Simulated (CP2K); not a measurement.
Two runs for the S L₂,₃ edge of hydrogen sulfide dimer. Run A: CP2K XAS_TDP, all-electron GAPW, PBEh(45%), aug-cc-pVTZ, TDA, ZORA, spin–orbit coupling. Run B differs in one setting.

First lines with a strength over 0.0003. A:

```tsv
atom	energy (eV)	states	strength, one atom
S1 (bonded to 2 H)	162.25	1	0.0006
	162.47	1	0.0005
	162.62	1	0.0029
	162.89	1	0.0022
	163.11	2	0.0004
S2 (bonded to 2 H)	162.37	1	0.0006
	162.69	1	0.0028
	162.93	1	0.0026
	163.22	2	0.0003
	163.56	1	0.0051
```

B:

```tsv
atom	energy (eV)	states	strength, one atom
S1 (bonded to 2 H)	164.86	1	0.0006
	165.12	1	0.0005
	165.29	1	0.0030
	165.54	1	0.0023
	166.18	1	0.0041
S2 (bonded to 2 H)	164.91	1	0.0006
	165.32	1	0.0028
	165.54	1	0.0028
	166.16	1	0.0046
	166.19	1	0.0015
```

Which was it: the basis, GW2X switched on, the functional?

GW2X switched on. GW2X shifts the lines nearly together; each 2p level gets its own shift. The lowest line over the strength cut lies at 164.86 eV, against 162.25 eV (PBEh(45%), aug-cc-pVTZ).

[Banner, clock and machine lines of the logs are left out without a mark of their own.]

[Logs are printed without paths, hosts, clocks, repeated set-up lines and the standing remarks that a program may print on its own settings, such as how far it seeks lower states.]

[Hosts, paths, dates, database ids (printed as entryN), source tags and the programs' standing remarks are cut or masked in the printed files.]
